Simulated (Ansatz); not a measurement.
# Lattice dynamics of (MgO)1(LiF)2 [001] superlattice, started as rocksalt type, part 2 of 2

Task: relax (MgO)1(LiF)2 [001] superlattice, started as rocksalt type, then find its harmonic phonons.

Ansatz 0.2.0; DFT PBE, scalar-relativistic, plane waves, PAW.

So far. Step 4 (Relaxing to small forces for the phonons): The largest force component left is 0.087 meV/Å and the pressure is 0.001 GPa, within the tolerances set. The cell now holds 8.93 Å³/atom. The relaxed cell has a = 2.933, c = 12.460 Å (conventional setting).

The structure was built from a prototype and need not be the compound's stable phase.

## Step 5: Modes at Γ

The zone centre is the only wavevector solved here; it holds the modes that light can see, as far as symmetry allows. The response to a homogeneous field gives the Born charges and the dielectric tensor, and its change with displacement the Raman tensors.

File input.yaml:

```yaml
crystal:
  lattice:
    - [2.0738246248, 2.0738246248, 0.0]
    - [-2.0738246248, 2.0738246248, 0.0]
    - [2.0738246248, 0.0, 6.2298209184]
  atoms:
    - { symbol: F, position: [0.8293572495, 0.1706427505, 0.341285501] }
    - { symbol: F, position: [0.1706427505, 0.8293572495, 0.658714499] }
    - { symbol: Li, position: [0.3342811519, 0.6657188481, 0.3314376963] }
    - { symbol: Li, position: [0.6657188481, 0.3342811519, 0.6685623037] }
    - { symbol: Mg, position: [0.0, 0.0, 0.0] }
    - { symbol: O, position: [0.5, 0.5, 0.0] }
kpoints:
  mp_grid: { grid: [8, 8, 8] }
hamiltonian:
  xc: pbe
scf:
  occupations: { method: fixed }
output:
  eigenvalues: true
phonons:
  method: dfpt
  dielectric: true
  rigid_motions: translations
  raman: true
```

Run with:

```bash
> ansatz run input.yaml --threads 8 --pin off --max-ram 14336MiB --backend cpu --events-out ev --progress --plain --runs-dir out
```

Numbers of over 12 decimals in the logs are rounded to 6 here.

Output:

```text
Warning: crystal.symmetry: narrowed to the stabiliser of the run's FFT grids — unitary ops 16 → 4. A phonons.method: dfpt run fills in the rows of the dynamical matrix that it does not solve by its symmetry operations, which is exact only for operations that map its FFT grids onto themselves: filled in by any other, the frequencies could depend on the order in which like atoms are typed, or, by more than the grids' own error, on where the crystal sits among the grids' points. Excluded: 12 operations. The run can therefore solve more perturbations, solve them on more k-points, or both, and cost more. [rest of the remark cut]
[...]
Crystal: 6 atoms, lattice volume = 53.586 Å³
Basis set: ecut = 420 eV, 1025 PW (Γ), exchange–correlation on 40×40×90 points (8 copies of the dense FFT grid, shifted against one another)
Bands: 24, of which v1, the nominal top of the filled ones, is band 18 counted from 1 (17 counted from 0)
Symmetry: 16 space group operations
k-points: 260 of 512 (irreducible under 1 space group operation, time reversal used)
[...]
SCF iter   1: F=—  HF=-4526.273554 eV  |F-HF|=—  |Δ(HF+E_count)|=         —  Δρ=1.93e-3  dr2=3.11e-3  ethr=1.77e-3  ⟨swp⟩=4.9  Hψ=24991  notcnv=0  defer=988
[...]
SCF iter   8: F=-4526.272274 eV  HF=-4526.272274 eV  |F-HF|=1.46e-10  |Δ(HF+E_count)|=   2.86e-9  Δρ=5.58e-7  dr2=5.00e-11  ethr=1.00e-12  ⟨swp⟩=10.2  Hψ=41170  notcnv=0
SCF 1 converged in 8 iterations: F = -4526.272274 eV  dr2 = 5.00e-11
[...]
NSCF: frozen V_eff on 3 k-points
DFPT response loops at Γ: preconditioner auto → none (the input reference at scf.mixing.eps_inf says where Resta's filter doesn't serve); β = 0.50; Broyden in place of MSR1
── the response to a field inside a basis, on 8×8×8 k-points: an SCF that follows is theirs, and a resumed run solves both again ──
Bands: 19, of which v1, the nominal top of the filled ones, is band 18 counted from 1 (17 counted from 0)
k-points: 144 of 512 (irreducible under 4 space group operations)
[...]
Eigensolver: Dense (144 Hₖ)
SCF iter   1: F=—  HF=-4526.267759 eV  |F-HF|=—  |Δ(HF+E_count)|=         —  Δρ=5.60e-4  dr2=3.18e-5  ethr=1.00e-1
[...]
SCF iter   7: F=-4526.267756 eV  HF=-4526.267756 eV  |F-HF|=1.00e-11  |Δ(HF+E_count)|=  3.50e-10  Δρ=3.06e-7  dr2=2.43e-11  ethr=1.86e-12
SCF 1 converged in 7 iterations: F = -4526.267756 eV  dr2 = 2.43e-11
[...]
SCF converged after 8 iterations
Free energy (F): -4526.272274 eV
[...]
Internal energy: -4526.272274 eV  (E = F + TS)
E sigma→0 (E₀):  -4526.272274 eV
Fermi energy:    4.696680 eV
[...]
--- Band table (eV; the first three rows and the last of 260) ---
  k-point 0: bands = [... 14 lower, 1.7093, 3.7430, 4.6967, 4.6967, 10.1867, 14.1219, 15.0563, 16.2965, ... 2 higher]
  k-point 1: bands = [... 14 lower, 1.7138, 3.7184, 4.6956, 4.6956, 10.2751, 13.7106, 15.4533, 16.2604, ... 2 higher]
  k-point 2: bands = [... 14 lower, 1.7245, 3.6577, 4.6931, 4.6931, 10.5255, 13.0511, 16.0799, 16.1811, ... 2 higher]
  k-point 259: bands = [... 14 lower, 0.9775, 2.5913, 2.7139, 4.3072, 15.3475, 15.4191, 15.4780, 16.6226, ... 2 higher]
--- Phonons (Γ-DFPT): 12 representative perturbations + reference, on 260 of 512 k-points (Σ response iterations 42) ---
  ASR residual: 6.472e-3 → 0.000e0 eV/Å²; symmetrization residual: 1.962e-6 eV/Å²
  The last average, over the group as it would stand without the narrowing to the FFT grids, took up to 1.676e-5 eV/Å² of the zone centre's force constants
  ASR residual per site (eV/Å²): 1.69e-3 1.69e-3 1.93e-3 1.93e-3 6.47e-3 6.60e-4
  Γ frequencies (cm⁻¹): 0.00 0.00 0.00 207.11 207.11 217.51 217.51 261.38 261.38 273.21 273.21 278.82 309.04 336.55 449.09 449.09 501.06 504.05
  ε∞ (high-frequency dielectric tensor):
        2.470872     0.000000     0.000000
        0.000000     2.470872     0.000000
        0.000000     0.000000     2.368169
  ε⁰ (static dielectric tensor: ions relaxed, cell fixed):
       11.926141    -0.000000    -0.000000
       -0.000000    11.926141    -0.000000
       -0.000000    -0.000000    10.732560
  ε⁰ − ε∞ (ionic part):
        9.455270    -0.000000    -0.000000
       -0.000000     9.455270    -0.000000
       -0.000000    -0.000000     8.364391
  softest optical mode at Γ: 207.11 cm⁻¹; the repairs (sum rule, projections) moved no ω² at Γ by more than (9.42 cm⁻¹)²
  Born effective charges Z* (e; rows j = field, columns β = displacement):
    site 0:
        -1.07700   -0.00000    0.00000
         0.00000   -1.07700    0.00000
         0.00000   -0.00000   -1.28120
    site 1:
        -1.07700    0.00000   -0.00000
         0.00000   -1.07700    0.00000
        -0.00000   -0.00000   -1.28120
    site 2:
         1.04156    0.00000    0.00000
         0.00000    1.04156    0.00000
         0.00000   -0.00000    1.13671
    site 3:
         1.04156    0.00000   -0.00000
         0.00000    1.04156    0.00000
        -0.00000    0.00000    1.13671
    site 4:
         2.01923    0.00000    0.00000
         0.00000    2.01923    0.00000
         0.00000   -0.00000    1.65662
    site 5:
        -1.94836   -0.00000    0.00000
        -0.00000   -1.94836    0.00000
         0.00000   -0.00000   -1.36765
  Z* charge neutrality: 1.890e-3 e pre-enforcement
  solved inside a basis spanned on kpoints, on 8×8×8 k-points: ε∞ is read to err by 5.7e-3, Z* by 1.1e-2 e (field_mesh: kpoints solves on kpoints); Z* is corrected for what the basis lacks
  Raman tensors (in the event stream and the table raman_tensors.tsv): an entry may err by 3.1e-2 Å², one of the second-order susceptibility by 1.7e-20 pm/V (basis, points and sum rule); their sum over the sites missed zero by 2.776e-17 Å² ahead of its enforcement
  optical modes at Γ without the LO–TO term, one row a degenerate level:
      ω (cm⁻¹)  modes    IR ((D/Å)²/amu)  static Raman (Å⁴/amu)  depolarisation
        207.11      2             9.1615                 0.0000               —
        217.51      2             0.0000                 0.0639           0.750
        261.38      2            11.8620                 0.0000               —
        273.21      2             0.0000                 0.0305           0.750
        278.82      1            12.9695                 0.0000               —
        309.04      1             0.0000                 1.6852           0.009
        336.55      1             4.9026                 0.0000               —
        449.09      2            17.7248                 0.0000               —
        501.06      1             0.0075                 0.0000               —
        504.05      1             0.0000                 0.3408           0.104
  optical modes at Γ + LO–TO along q̂ = [1.0000, 0.0000, 0.0000]:
      ω (cm⁻¹)  modes    IR ((D/Å)²/amu)  static Raman (Å⁴/amu)  depolarisation
        207.11      1             4.5808                 0.0000               —
        217.51      2             0.0000                 0.0639           0.750
        228.55      1             0.0508                 0.0000               —
        261.38      1             5.9310                 0.0000               —
        273.21      2             0.0000                 0.0305           0.750
        278.82      1            12.9695                 0.0000               —
        309.04      1             0.0000                 1.6852           0.009
        336.55      1             4.9026                 0.0000               —
        347.61      1             0.9045                 0.0000               —
        449.09      1             8.8624                 0.0000               —
        501.06      1             0.0075                 0.0000               —
        504.05      1             0.0000                 0.3408           0.104
        672.24      1            18.4188                 0.0000               —
  optical modes at Γ + LO–TO along q̂ = [0.0000, 1.0000, 0.0000]:
      ω (cm⁻¹)  modes    IR ((D/Å)²/amu)  static Raman (Å⁴/amu)  depolarisation
        207.11      1             4.5808                 0.0000               —
        217.51      2             0.0000                 0.0639           0.750
        228.55      1             0.0508                 0.0000               —
        261.38      1             5.9310                 0.0000               —
        273.21      2             0.0000                 0.0305           0.750
        278.82      1            12.9695                 0.0000               —
        309.04      1             0.0000                 1.6852           0.009
        336.55      1             4.9026                 0.0000               —
        347.61      1             0.9045                 0.0000               —
        449.09      1             8.8624                 0.0000               —
        501.06      1             0.0075                 0.0000               —
        504.05      1             0.0000                 0.3408           0.104
        672.24      1            18.4188                 0.0000               —
  optical modes at Γ + LO–TO along q̂ = [0.0000, 0.0000, 1.0000]:
      ω (cm⁻¹)  modes    IR ((D/Å)²/amu)  static Raman (Å⁴/amu)  depolarisation
        207.11      2             9.1615                 0.0000               —
        217.51      2             0.0000                 0.0639           0.750
        261.38      2            11.8620                 0.0000               —
        273.21      2             0.0000                 0.0305           0.750
        309.04      1             0.0000                 1.6852           0.009
        320.37      1             0.0550                 0.0000               —
        449.09      2            17.7248                 0.0000               —
        500.92      1             0.0102                 0.0000               —
        504.05      1             0.0000                 0.3408           0.104
        623.72      1            17.8144                 0.0000               —
```

Elapsed: 3.3 min, on 8 threads of Arm Neoverse V2, shared host; peak memory 2.4 GiB.

The column dr2 measures how far the density is from self-consistency, as an energy; F and HF (Harris–Foulkes) agree once it is small.

Numbers from this step:

```yaml
sum_rule_residual_before_enforcement: 0.006472 eV/Å²
miss_of_the_charge_sum_rule: 0.001890 e
estimated_error_of_the_dielectric_tensor: 0.005738
estimated_error_of_the_born_charges: 0.01112 e
point_group: 4/mmm
highest_optical_mode_at_the_zone_centre_no_lo_to_term: 504.1 cm⁻¹
lowest_optical_zone_centre_mode: 207.1 cm⁻¹
mean_high_frequency_dielectric_constant: 2.437
largest_born_charge_third_of_the_trace: 1.898 e
mean_static_dielectric_constant: 11.53
top_of_the_zone_centre_spectrum_with_the_field: 672.2 cm⁻¹
```

Without the LO-TO term. Patterns of degenerate modes are one choice out of their space. Modes at Γ, with each element's share of the kinetic energy:

| mode | frequency (cm⁻¹) | symmetry | F % | Li % | Mg % | O % |
| --- | --- | --- | --- | --- | --- | --- |
| 1 | 0.0 | acoustic | 41 | 15 | 26 | 17 |
| 2 | 0.0 | acoustic | 41 | 15 | 26 | 17 |
| 3 | 0.0 | acoustic | 41 | 15 | 26 | 17 |
| 4 | 207.1 | Eu | 57 | 4 | 29 | 10 |
| 5 | 207.1 | Eu | 57 | 4 | 29 | 10 |
| 6 | 217.5 | Eg | 99 | 1 | 0 | 0 |
| 7 | 217.5 | Eg | 99 | 1 | 0 | 0 |
| 8 | 261.4 | Eu | 1 | 81 | 13 | 5 |
| 9 | 261.4 | Eu | 1 | 81 | 13 | 5 |
| 10 | 273.2 | Eg | 1 | 99 | 0 | 0 |
| 11 | 273.2 | Eg | 1 | 99 | 0 | 0 |
| 12 | 278.8 | A2u | 47 | 15 | 38 | 0 |
| 13 | 309.0 | A1g | 73 | 27 | 0 | 0 |
| 14 | 336.6 | A2u | 4 | 50 | 8 | 37 |
| 15 | 449.1 | Eu | 0 | 0 | 32 | 68 |
| 16 | 449.1 | Eu | 0 | 0 | 32 | 68 |
| 17 | 501.1 | A2u | 8 | 19 | 27 | 45 |
| 18 | 504.1 | A1g | 27 | 73 | 0 | 0 |

Displacements in mode 5 (207.1 cm⁻¹), the largest set to 1:
```
F1  -1.00  0.08  0.00
F2  -1.00  0.08  0.00
Li3  0.44 -0.04  0.00
Li4  0.44 -0.04  0.00
Mg5  0.89 -0.07  0.00
O6   0.64 -0.05  0.00
```

Displacements in mode 14 (336.6 cm⁻¹), the largest set to 1:
```
F1   0.00  0.00 -0.17
F2   0.00  0.00 -0.17
Li3  0.00  0.00 -1.00
Li4  0.00  0.00 -1.00
Mg5  0.00  0.00  0.31
O6   0.00  0.00  0.80
```

Optical modes at the zone centre, without and with the macroscopic field of the longitudinal modes; each column is sorted by frequency, so a row need not hold one and the same mode. Modes with and without the field, by row:

| rank among optical modes | no field (cm⁻¹) | q along (1, 0, 0) (cm⁻¹) | q along (0, 0, 1) (cm⁻¹) |
| --- | --- | --- | --- |
| 1 | 207.1 | 207.1 | 207.1 |
| 2 | 207.1 | 217.5 | 207.1 |
| 3 | 217.5 | 217.5 | 217.5 |
| 4 | 217.5 | 228.6 | 217.5 |
| 5 | 261.4 | 261.4 | 261.4 |
| 6 | 261.4 | 273.2 | 261.4 |
| 7 | 273.2 | 273.2 | 273.2 |
| 8 | 273.2 | 278.8 | 273.2 |
| 9 | 278.8 | 309 | 309 |
| 10 | 309 | 336.6 | 320.4 |
| 11 | 336.6 | 347.6 | 449.1 |
| 12 | 449.1 | 449.1 | 449.1 |
| 13 | 449.1 | 501.1 | 500.9 |
| 14 | 501.1 | 504.1 | 504.1 |
| 15 | 504.1 | 672.2 | 623.7 |

Born charge (rows field, columns displacement) (e), principal values of the symmetric part by kind of site:

| atom | atoms with these values | low | middle | high | mean |
| --- | --- | --- | --- | --- | --- |
| F1 | 2 | -1.28 | -1.08 | -1.08 | -1.15 |
| Li3 | 2 | 1.04 | 1.04 | 1.14 | 1.07 |
| Mg5 | 1 | 1.66 | 2.02 | 2.02 | 1.90 |
| O6 | 1 | -1.95 | -1.95 | -1.37 | -1.75 |

In full for Mg5:

```
2.02 0.00 0.00
0.00 2.02 0.00
0.00 0.00 1.66
```

High-frequency dielectric tensor:

```
2.47 0.00 0.00
0.00 2.47 0.00
0.00 0.00 2.37
```

Static dielectric tensor (ions relaxed, fixed cell):

```
11.93  0.00  0.00
 0.00 11.93  0.00
 0.00  0.00 10.73
```

Transverse modes. Infrared lines, with heights relative to the strongest:

| position (cm⁻¹) | label | relative intensity |
| --- | --- | --- |
| 207 | Eu | 52 |
| 218 | Eg | 0.0 |
| 261 | Eu | 67 |
| 273 | Eg | 0.0 |
| 279 | A2u | 73 |
| 309 | A1g | 0.0 |
| 337 | A2u | 28 |
| 449 | Eu | 100 |
| 501 | A2u | 0.0 |
| 504 | A1g | 0.0 |

Activity x (w_L - w)^4 (n + 1)/w, 532 nm, 300 K; modes without the macroscopic field alone. Raman lines, with heights relative to the strongest:

| position (cm⁻¹) | label | relative intensity |
| --- | --- | --- |
| 207 | Eu | 0.0 |
| 218 | Eg | 6.5 |
| 261 | Eu | 0.0 |
| 273 | Eg | 2.2 |
| 279 | A2u | 0.0 |
| 309 | A1g | 100 |
| 337 | A2u | 0.0 |
| 449 | Eu | 0.0 |
| 501 | A2u | 0.0 |
| 504 | A1g | 10 |

Before it was imposed, the acoustic sum rule was missed by 0.0065 eV/Å² and the charge sum rule by 0.0019 e. Small misses are needed for a sound result but don't prove that mesh and cutoff are converged. The lowest optical mode is real, 207 cm⁻¹.

## Step 6: Another isotope, element Li, natural mass 6.94 amu

An isotope changes the mass and not the force constants, so no new electronic calculation is needed; the shifts show which modes move this element.

The same force constants with the mass of Li changed from 6.940 to 6.015 u (phonopy, no LO-TO term). Both lists are sorted by frequency; levels can cross, so a row need not hold one and the same mode. Modes under 3 cm⁻¹ are left out. Isotope shifts, by row:

| q | rank | natural mass (cm⁻¹) | changed mass (cm⁻¹) |
| --- | --- | --- | --- |
| 0 0 0 | 4 | 207.1 | 207.6 |
| 0 0 0 | 5 | 207.1 | 207.6 |
| 0 0 0 | 6 | 217.5 | 217.6 |
| 0 0 0 | 7 | 217.5 | 217.6 |
| 0 0 0 | 8 | 261.4 | 277.3 |
| 0 0 0 | 9 | 261.4 | 277.3 |
| 0 0 0 | 10 | 273.2 | 281.3 |
| 0 0 0 | 11 | 273.2 | 293.3 |
| 0 0 0 | 12 | 278.8 | 293.3 |
| 0 0 0 | 13 | 309 | 314.4 |
| 0 0 0 | 14 | 336.6 | 349.1 |
| 0 0 0 | 15 | 449.1 | 449.1 |
| 0 0 0 | 16 | 449.1 | 449.1 |
| 0 0 0 | 17 | 501.1 | 509.1 |
| 0 0 0 | 18 | 504.1 | 532.2 |

A mode of this element alone would shift by +7.41 %. The highest zone-centre frequency without the field goes from 504.1 to 532.2 cm⁻¹ (+5.6 %). The product of the frequency ratios over all optical modes at Γ is 1.490; the product rule, (m/m′)^(3k/2) (M′/M)^(3/2) with k = 2 such atoms and M the mass of the cell, gives 1.490.

## Step 7: Isotope substitution, element Mg, natural mass 24.305 amu

The same for Mg, from 24.30 to 25.98 u.

A mode of this element alone would shift by -3.28 %. The highest zone-centre frequency without the field goes from 504.1 to 504.1 cm⁻¹ (+0.0 %). The product of the frequency ratios over all optical modes at Γ is 0.929; the product rule, (m/m′)^(3k/2) (M′/M)^(3/2) with k = 1 such atoms and M the mass of the cell, gives 0.930.

## Step 8: Another isotope, element O, natural mass 15.999 amu

The same for O, from 16.00 to 18.00 u.

A mode of this element alone would shift by -5.72 %. The highest zone-centre frequency without the field goes from 504.1 to 504.1 cm⁻¹ (+0.0 %). The product of the frequency ratios over all optical modes at Γ is 0.865; the product rule, (m/m′)^(3k/2) (M′/M)^(3/2) with k = 1 such atoms and M the mass of the cell, gives 0.865.

## Step 9: Summary of results

```yaml
space_group_after_relaxation_within_0p01_a: I4/mmm
volume_per_atom: 8.93 Å³
gap_on_the_k_mesh: 5.49 eV
highest_optical_mode_at_the_zone_centre_no_lo_to_term: 504 cm⁻¹
top_of_the_zone_centre_spectrum_with_the_field: 672 cm⁻¹
lowest_optical_zone_centre_mode: 207 cm⁻¹
mean_high_frequency_dielectric_constant: 2.44
mean_static_dielectric_constant: 11.5
largest_born_charge_third_of_the_trace: 1.90 e
imaginary_modes_at_gamma_the_only_wavevector_solved: none
```

What this shows: The structure is stable against zone-centre distortions, since no mode there is imaginary; runs at other wavevectors are not part of this account. Without the field, the optical modes at Γ span 207 to 504 cm⁻¹. The dispersion is not part of this account. The highest mode in this list at Γ, 504.1 cm⁻¹, is mostly motion of Li (73 % of the kinetic energy). With the macroscopic field of the longitudinal modes the top of the zone-centre spectrum lies at 672 cm⁻¹, against 504 cm⁻¹ without it. Lattice motion raises the mean dielectric constant from 2.437 to 11.53. The strongest infrared line is at 449 cm⁻¹. Averaged over orientations, the strongest Raman line at 532 nm and 300 K is at 309 cm⁻¹. The starting cell was built on a prototype and not taken from a measurement, so the phase need not exist. These are harmonic frequencies at zero temperature: anharmonic shifts, linewidths and thermal expansion are left out.

[Logs are printed without paths, hosts, clocks, repeated set-up lines and the standing remarks that a program may print on its own settings, such as how far it seeks lower states.]

[Hosts, paths, dates, database ids (printed as entryN), source tags and the programs' standing remarks are cut or masked in the printed files.]
